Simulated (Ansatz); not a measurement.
## A bimetallic surface: Ru on Al(100), quarter in the top layer, both faces

Aim: core-level shifts, shell centres and work function of Ru on Al(100), quarter in the top layer, both faces.

Method: DFT, PBE, plane-wave PAW, default files, scalar-relativistic, in the first sound run; inputs show where later runs differ, in Ansatz 0.2.0.

## (1) Set-up

The cell holds 5 atoms: 5 Al. Its edges and angles: a = 2.857 Å, b = 2.857 Å, c = 22.080 Å, α = 90.0°, β = 90.0°, γ = 90.0°. It derives from Al. Vacuum lies along c.

## (2) The clean face

The clean face is the reference for what the added atoms change.

The input, input.yaml:

```yaml
crystal:
  lattice:
    - [2.856711396, 0.0, 0.0]
    - [0.0, 2.856711396, 0.0]
    - [0.0, 0.0, 22.08]
  atoms:
    - { symbol: Al, position: [0.0, 0.0, 0.682971014] }
    - { symbol: Al, position: [0.5, 0.5, 0.591485507] }
    - { symbol: Al, position: [0.0, 0.0, 0.5] }
    - { symbol: Al, position: [0.5, 0.5, 0.408514493] }
    - { symbol: Al, position: [0.0, 0.0, 0.317028986] }
kpoints:
  mp_grid: { grid: [14, 14, 1] }
scf:
  occupations: { method: fermi_dirac, width: 0.05 }
  n_extra_bands: 12
hamiltonian:
  xc: pbe
  pseudopotentials: { kind: paw }
output:
  forces: true
  write_potential: true
  volumetric_format: []
  efg: { contact_densities: true }
  dos:
    projected: true
    de: 0.05
    e_range: [-30, 12]
    method: { smearing: { sigma: 0.1, scheme: gaussian } }
relax:
  f_tol: 0.03
  max_steps: 50
  constraints: [{ sites: [2] }]
```

Run with:

```console
ansatz run input.yaml --threads 4 --pin off --max-ram 12288MiB --backend cpu --events-out ev --progress --plain --runs-dir out
```

Numbers of over 12 decimals in the logs are rounded to 6 here.

Output:

```text
scf.n_extra_bands = 12 over 8 filled bands (N_el = 15.0): the run solves 20 bands
Engine: ansatz 0.2.0, aarch64-unknown-linux-gnu
Pseudopotentials: kind: paw
Pseudopotential: Al, paw, valence charge 3, recommended cutoff 420 eV (normal), Al.paw.azcp
Functional definition: PBE
  parameter kappa = 0.804
  parameter beta = 0.066725
  exchange = pbe_x(kappa = kappa, mu = beta*pi^2/3)
  correlation = pbe_c(beta = beta)
Crystal: 5 atoms, lattice volume = 180.190 Å³
Basis set: ecut = 420 eV, 3525 PW (Γ), exchange–correlation on 40×40×300 points (8 copies of the dense FFT grid, shifted against one another)
Bands: 20, of which v1, the nominal top of the filled ones, is band 8 counted from 1 (7 counted from 0)
Symmetry: 16 space group operations
Space group: P4/mmm (ITA 123), of the structure as read, at distance tolerance 5.6e-5 Å
k-points: 36 of 196
Non-local potential: Al, projectors of the file, l = 0: 2, l = 1: 2, l = 2: 1
PAW form: soft (Blöchl's): semilocal exchange-correlation on the pseudo side does not see the compensation charge
PAW one-centre angular grid: Al, 110 points (default); XC on 64 Gauss nodes
Initial density: superposition of atomic densities (neutral atoms: chi_scale 0, normalization atom), corrected by the library's trained network
Initial wavefunctions: pseudopotential atomic-orbital guess
Functional: x = pbe(κ = 0.804, μ = 0.219515), c = pbe(β = 0.066725)
SCF iter   1: F=—  HF=-2686.563488 eV  |F-HF|=—  |Δ(HF+E_count)|=         —  Δρ=1.03e-3  dr2=5.79e-3  ethr=1.77e-3  ⟨swp⟩=8.9  Hψ=5466  notcnv=0  defer=47
preconditioner: auto → LDOS  [metal: Δε(μ)=0.010 eV  Ē_g=8.665 eV  σ=0.050 eV  W_gap=0.05  n_scr=12 (ndim 8)  ℏωp=10.7 eV  f_vac=0.419  D(μ)=3.04/eV (n_scr^D=12)  β→1.0]
SCF iter   2: F=—  HF=-2686.563301 eV  |F-HF|=—  |Δ(HF+E_count)|=   1.87e-4  Δρ=4.10e-4  dr2=6.59e-4  ethr=3.86e-5  ⟨swp⟩=2.9  Hψ=1525  notcnv=0  defer=137
SCF iter   3: F=—  HF=-2686.563413 eV  |F-HF|=—  |Δ(HF+E_count)|=   1.12e-4  Δρ=1.15e-4  dr2=1.42e-4  ethr=4.40e-6  ⟨swp⟩=2.4  Hψ=917  notcnv=0  defer=137
iter 4 did not close the SCF: its close was put off for the readings that it lacked (scf_convergence_deferred on its scf_iter line)
SCF iter   4: F=-2686.563412 eV  HF=-2686.563408 eV  |F-HF|=3.49e-6  |Δ(HF+E_count)|=   4.79e-6  Δρ=3.15e-5  dr2=3.96e-6  ethr=9.45e-7  ⟨swp⟩=2.2  Hψ=780  notcnv=0  defer=136
iter 5 did not close the SCF: its close was put off for the readings that it lacked (scf_convergence_deferred on its scf_iter line)
SCF iter   5: F=-2686.563413 eV  HF=-2686.563413 eV  |F-HF|=3.03e-7  |Δ(HF+E_count)|=   4.89e-6  Δρ=6.45e-6  dr2=1.27e-7  ethr=2.64e-8  ⟨swp⟩=2.4  Hψ=986  notcnv=0  defer=136
SCF iter   6: F=-2686.563413 eV  HF=-2686.563413 eV  |F-HF|=2.59e-9  |Δ(HF+E_count)|=   3.27e-7  Δρ=1.51e-6  dr2=1.43e-8  ethr=8.45e-10  ⟨swp⟩=13.0  Hψ=5134  notcnv=0
SCF 1 converged in 6 iterations: F = -2686.563413 eV  dr2 = 1.43e-8
  greatest PAW one-centre occupation: 0.476 electrons in one spin orbital (limit 2), on the Al atom at site 4 (counted from 0), in its partial waves of l = 0
relax step   1: F+E_penalty+E_count = -2686.56341341 eV  Δ(F+E_penalty+E_count) = +0.000e0 eV  max|allowed force component| = 7.737e-2 eV/Å  Δτ_max = 0.0000 Å  (6 SCF iters, dr2 threshold 2.25e-5 eV, accepted)
Initial density: handed on by an earlier stage of this run
Initial wavefunctions: those handed on with the density
iter 1 solved again at ethr=5.94e-4 eV; its pass at ethr=3.10e-3 eV (dr2=8.91e-2 eV) is discarded
SCF iter   1: F=—  HF=-2686.574397 eV  |F-HF|=—  |Δ(HF+E_count)|=         —  Δρ=1.58e-3  dr2=8.64e-2  ethr=5.94e-4  ⟨swp⟩=1.4  Hψ=3371  notcnv=0  defer=166
preconditioner: auto → LDOS  [metal: Δε(μ)=0.014 eV  Ē_g=8.561 eV  σ=0.050 eV  W_gap=0.07  n_scr=12 (ndim 8)  ℏωp=10.7 eV  f_vac=0.410  D(μ)=3.09/eV (n_scr^D=12)  β→1.0]
SCF iter   2: F=—  HF=-2686.568917 eV  |F-HF|=—  |Δ(HF+E_count)|=   5.48e-3  Δρ=5.19e-4  dr2=4.06e-3  ethr=5.76e-4  ⟨swp⟩=1.5  Hψ=591  notcnv=0  defer=167
SCF iter   3: F=—  HF=-2686.568468 eV  |F-HF|=—  |Δ(HF+E_count)|=   4.49e-4  Δρ=2.32e-4  dr2=3.91e-4  ethr=2.70e-5  ⟨swp⟩=2.1  Hψ=959  notcnv=0  defer=167
SCF iter   4: F=—  HF=-2686.568425 eV  |F-HF|=—  |Δ(HF+E_count)|=   4.32e-5  Δρ=3.03e-5  dr2=3.46e-6  ethr=2.60e-6  ⟨swp⟩=1.9  Hψ=647  notcnv=0  defer=167
SCF iter   5: F=—  HF=-2686.568792 eV  |F-HF|=—  |Δ(HF+E_count)|=   3.67e-4  Δρ=9.76e-6  dr2=6.11e-7  ethr=2.30e-8  ⟨swp⟩=2.1  Hψ=958  notcnv=0  defer=167
SCF iter   6: F=-2686.568791 eV  HF=-2686.568791 eV  |F-HF|=4.38e-9  |Δ(HF+E_count)|=   7.94e-8  Δρ=1.52e-6  dr2=1.47e-8  ethr=6.67e-10  ⟨swp⟩=12.6  Hψ=4798  notcnv=0
SCF 2 converged in 6 iterations: F = -2686.568791 eV  dr2 = 1.47e-8
  greatest PAW one-centre occupation: 0.477 electrons in one spin orbital (limit 2), on the Al atom at site 4 (counted from 0), in its partial waves of l = 0
relax step   2: F+E_penalty+E_count = -2686.56879148 eV  Δ(F+E_penalty+E_count) = -5.378e-3 eV  max|allowed force component| = 3.820e-2 eV/Å  Δτ_max = 0.0635 Å  (6 SCF iters, accepted)
SCF iter   1: F=—  HF=-2686.571178 eV  |F-HF|=—  |Δ(HF+E_count)|=         —  Δρ=9.11e-4  dr2=3.16e-2  ethr=1.84e-3  ⟨swp⟩=3.0  Hψ=1819  notcnv=0  defer=166
preconditioner: auto → LDOS  [metal: Δε(μ)=0.010 eV  Ē_g=8.541 eV  σ=0.050 eV  W_gap=0.05  n_scr=12 (ndim 8)  ℏωp=10.7 eV  f_vac=0.409  D(μ)=2.81/eV (n_scr^D=10)  β→1.0]
SCF iter   2: F=—  HF=-2686.569239 eV  |F-HF|=—  |Δ(HF+E_count)|=   1.94e-3  Δρ=2.30e-4  dr2=7.24e-4  ethr=2.11e-4  ⟨swp⟩=1.9  Hψ=1099  notcnv=0  defer=164
SCF iter   3: F=—  HF=-2686.569112 eV  |F-HF|=—  |Δ(HF+E_count)|=   1.27e-4  Δρ=3.48e-5  dr2=2.18e-5  ethr=4.83e-6  ⟨swp⟩=2.0  Hψ=889  notcnv=0  defer=164
SCF iter   4: F=—  HF=-2686.569463 eV  |F-HF|=—  |Δ(HF+E_count)|=   3.51e-4  Δρ=5.56e-6  dr2=1.10e-7  ethr=1.45e-7  ⟨swp⟩=1.8  Hψ=716  notcnv=0  defer=164
SCF iter   5: F=-2686.569463 eV  HF=-2686.569463 eV  |F-HF|=9.68e-10  |Δ(HF+E_count)|=   1.54e-7  Δρ=1.38e-6  dr2=9.66e-9  ethr=6.67e-10  ⟨swp⟩=14.1  Hψ=4833  notcnv=0
SCF 3 converged in 5 iterations: F = -2686.569463 eV  dr2 = 9.66e-9
relax step   3: F+E_penalty+E_count = -2686.56946328 eV  Δ(F+E_penalty+E_count) = -6.718e-4 eV  max|allowed force component| = 1.302e-2 eV/Å  Δτ_max = 0.0285 Å  (5 SCF iters, accepted)
NSCF: frozen V_eff on 36 k-points
the band table was solved once a step of the walk had ended and its energy, with any forces and stress, was formed, with the checks that follow a solve (5700 applications of the Hamiltonian). They found nothing against the state; the energy, forces and stress were not computed again (output.eigenvalues in the input reference)
WARN: The output density's exchange-correlation potential varies sharply where the density is thin. Do not read a vacuum level from v_tot or v_xc, or from such a field of the output density. On a cell that repeats whose density bears no net charge and no dipole along the vacuum's axis use v_es (v_loc + v_h of the components); under efield.dipole_correction with no amplitude use v_es + v_field, which holds any externa [...]
SCF converged after 5 iterations
Free energy (F): -2686.569463 eV
Harris-Foulkes:  -2686.569463 eV  (|F-HF|=9.68e-10)
Internal energy: -2686.546191 eV  (E = F + TS)
E sigma→0 (E₀):  -2686.557827 eV
Entropy (-TS):   -0.023272 eV (-4.654 meV/atom)
Fermi energy:    1.370545 eV
--- Per-component energies (eV) ---
  E_band       = -40.612117
  E_kinetic    = 107.625191
  E_local      = -2547.694720  (includes V_loc(G=0)·N_el)
  E_nonlocal   = 52.221909
  E_hartree    = 1252.770181
  E_xc         = -195.277095
  E_vxc        = -140.225252  (∫ρ·V_xc dr)
  E_paw        = -2336.387988  (= ΣΔE_a)
  E_vpaw       = -18.077050  (= ΣTr[D̂ρ^β])
  E_aug_tail   = -0.000011  (compensation charges beyond the density's cutoff)
  E_ewald      = 980.196341
  E_smearing   = -0.023272  (= −TS)
  E_closure    = -0.000000  (closes the sum)
  Σ components = -2686.569463   (vs F -2686.569463, Δ=0.00e0)
--- Forces (eV/Å), atoms counted from 1 ---
  atom   1  Al     0.00000000     0.00000000     0.00052430
  atom   2  Al     0.00000000     0.00000000    -0.01301677
  atom   3  Al    -0.00000000    -0.00000000     0.00000000
  atom   4  Al     0.00000000     0.00000000     0.01301677
  atom   5  Al     0.00000000     0.00000000    -0.00052430
  max |Σ_I F_I| component: 2.06e-18 eV/Å
--- PAW observables at the nuclei: V_zz in 10²¹ V/m², potentials from the cell's mean, atoms counted from 1 ---
  atom   1  Al V_zz =    +1.164138   η = 0.0000   by run symmetry: allowed
            electrostatic potential = -1221.898331 V   contact ρ = 10089.872515 e/Å³
  atom   2  Al V_zz =    -0.036754   η = 0.0000   by run symmetry: allowed
            electrostatic potential = -1221.848374 V   contact ρ = 10086.970609 e/Å³
  atom   3  Al V_zz =    -0.076128   η = 0.0000   by run symmetry: allowed
            electrostatic potential = -1221.807826 V   contact ρ = 10087.299673 e/Å³
  atom   4  Al V_zz =    -0.036754   η = 0.0000   by run symmetry: allowed
            electrostatic potential = -1221.848374 V   contact ρ = 10086.970609 e/Å³
  atom   5  Al V_zz =    +1.164138   η = 0.0000   by run symmetry: allowed
            electrostatic potential = -1221.898331 V   contact ρ = 10089.872515 e/Å³
--- Band table (eV; the first three rows and the last of 36) ---
  k-point 0: bands = [... 4 lower, -2.6704, -0.8007, 2.1851, 4.3444, 5.2462, 6.5172, 6.7208, 7.0635, ... 8 higher]
  k-point 1: bands = [... 4 lower, -2.5805, -0.7149, 2.2703, 4.4301, 5.3254, 5.3916, 6.1701, 6.6239, ... 8 higher]
  k-point 2: bands = [... 4 lower, -2.3115, -0.4578, 2.5058, 3.4233, 4.1644, 4.7445, 5.5444, 5.6177, ... 8 higher]
  k-point 35: bands = [... 4 lower, 0.1935, 0.2817, 0.9260, 1.0509, 1.0509, 1.3380, 2.4161, 2.6882, ... 8 higher]
--- Relaxed structure (3 steps of the walk, 3 accepted, 0 SCFs on fresh bases) ---
  F+E_penalty+E_count = -2686.56946328 eV   max|allowed force component| = 1.302e-2 eV/Å
  atoms:
    - { symbol: Al, position: [0, 0, 0.687137] }
    - { symbol: Al, position: [0.500000, 0.500000, 0.594008] }
    - { symbol: Al, position: [0.0, 0.0, 0.500000] }
    - { symbol: Al, position: [0.500000, 0.500000, 0.405992] }
    - { symbol: Al, position: [0, 0, 0.312863] }
```

Run time: 4.3 s. Hardware: 4 threads of Arm Neoverse V2, shared host; peak memory 0.48 GiB; 15 s of CPU time.

Relaxation path:

```csv
step,energy less that of the first step (eV),largest force component (eV/Å)
1,0.0000,0.0774
2,-0.0054,0.0382
3,-0.0060,0.0130
```

The run keeps the 16 symmetry operations that it works with, so distortions that break them were not tested.

The atoms that moved most (Å):

```csv
atom,dx,dy,dz,length
Al5,0.000,0.000,-0.092,0.092
Al1,0.000,0.000,0.092,0.092
Al4,0.000,0.000,-0.056,0.056
Al2,0.000,0.000,0.056,0.056
```

Numbers from this step:

| Property | Result |
| --- | --- |
| free energy | -2686.5695 eV |
| energy at zero smearing | -2686.5578 eV |
| smearing term TS | 0.02327 eV |
| Fermi energy | 1.371 eV |
| symmetry operations | 16 |
| zero of energy | Fermi level |
| share of occupied states in no projected shell | 0.0147 of the occupied states in the window |
| DOS at the Fermi level | 2.991 states/eV/cell |
| work function, upper face | 4.291 eV |
| work function, lower face | 4.291 eV |

This run's widths, added to any smearing of the DOS itself: Gaussian 0.6 eV, Lorentzian 0.1 eV plus 0.05 an eV of depth. The intensity by binding energy, zero at the Fermi level; values in % of the maximum within 13 eV:

```csv
binding energy (eV),21.2 eV,60 eV,100 eV,1486.7 eV,8047.8 eV
-1.0,2.43,2.37,2.37,2.44,2.45
-0.5,7.69,7.94,7.95,7.64,7.55
0.0,45.4,48.1,48.2,44.9,44.0
0.5,89.7,91.0,90.9,89.5,89.2
1.0,96.6,97.3,97.4,96.4,96.1
1.5,85.7,88.5,88.6,85.0,83.8
2.0,94.5,93.9,93.9,94.2,94.2
2.5,94.1,87.3,87.3,95.1,97.1
3.0,91.2,82.8,82.9,92.6,95.0
3.5,91.9,80.7,80.7,93.8,97.3
4.0,88.6,76.3,76.3,90.7,94.4
4.5,73.1,64.1,64.4,74.5,77.0
5.0,76.6,66.8,67.1,78.1,80.8
5.5,69.7,60.9,61.1,71.0,73.5
6.0,71.4,61.8,62.1,72.9,75.5
6.5,61.5,53.0,53.3,62.8,65.2
7.0,55.4,47.7,48.1,56.8,58.9
7.5,54.5,46.2,46.5,55.9,58.3
8.0,50.9,42.1,42.5,52.4,54.8
8.5,44.4,35.8,36.2,45.9,48.4
9.0,39.9,30.9,31.2,41.6,44.2
9.5,36.3,26.6,26.9,38.2,41.1
10.0,28.5,19.5,19.7,30.3,33.1
10.5,19.3,12.4,12.6,20.8,23.0
11.0,9.02,5.83,5.90,9.67,10.7
11.5,-,2.76,2.79,4.24,4.62
12.0,-,1.73,1.75,2.51,2.71
```

The planar mean, electrostatic potential oscillates, so the rows of the table below give means over windows of 2.06 Å about each position, cut where the curve ends. Its maxima inside the range that stand out by 2 % of the span (Å: eV): 7.9: -1.80, 10.0: -1.67, 12.1: -1.67, 14.1: -1.80. Its minima: 6.9: -5.86, 9.0: -6.07, 11.0: -6.11, 13.1: -6.07, 15.2: -5.86.

From the Fermi level. Table of planar mean, electrostatic potential by z; means over each step:

```csv
z (Å),"planar mean, electrostatic potential (eV)"
1.03,4.29
3.09,4.28
5.15,2.87
7.21,-4.31
9.27,-4.47
11.33,-4.48
13.39,-4.50
15.45,-3.50
17.51,3.94
19.57,4.29
21.63,4.29
```

The spectra weight each projected shell by its atomic cross section (Dirac–Hartree–Slater) and angular factor, for linear light with the analyser at 10° from the polarisation. Broadening, on top of any smearing of the DOS itself: a Gaussian of 0.6 eV and a Lorentzian of 0.1 eV plus 0.05 times the binding energy (full widths), Fermi edge at 300 K. Each atom is damped by exp[−depth/(λ cos θ)], θ = 0° from the normal, λ from the universal curve. Curves are cut 10 eV under the photon energy, above any shell that the free atom's threshold puts out of reach, or at the lower edge of the window: 11.2 eV at 21.2 eV, 12.4 eV at 60 eV, 12.4 eV at 100 eV, 12.4 eV at 1486.7 eV and 12.4 eV at 8047.8 eV. Dipole terms alone, which is rough above 3 keV; no background, satellites or final-state effects.

Share of each shell in the spectrum's area (%), by photon energy:

```csv
shell,21.2 eV,60 eV,100 eV,1486.7 eV,8047.8 eV
Al 3s,81.1,45.5,44.4,87.3,98.0
Al 3p,18.9,54.5,55.6,12.7,2.0
```

Cross sections used, in Mb an electron:

```csv
shell,21.2 eV,60 eV,100 eV,1486.7 eV,8047.8 eV
Al 3s,0.15,0.11,0.053,3.5e-4,4.3e-6
Al 3p,0.070,0.084,0.040,4.0e-5,1.0e-7
```

At the Fermi level the DOS is 2.99 states/eV a cell, and on the broadened curves Al 3p holds 69 % of the total there.

(Continued in part 2 of 4.)

[Logs are printed without paths, hosts, clocks, repeated set-up lines and the standing remarks that a program may print on its own settings, such as how far it seeks lower states.]

[Hosts, paths, dates, database ids (printed as entryN), source tags and the programs' standing remarks are cut or masked in the printed files.]

[Maps of the electrostatic potential energy from Ansatz leave out the sawtooth potential of an applied field or a dipole correction, so their vacuum need not be flat; work functions include it.]
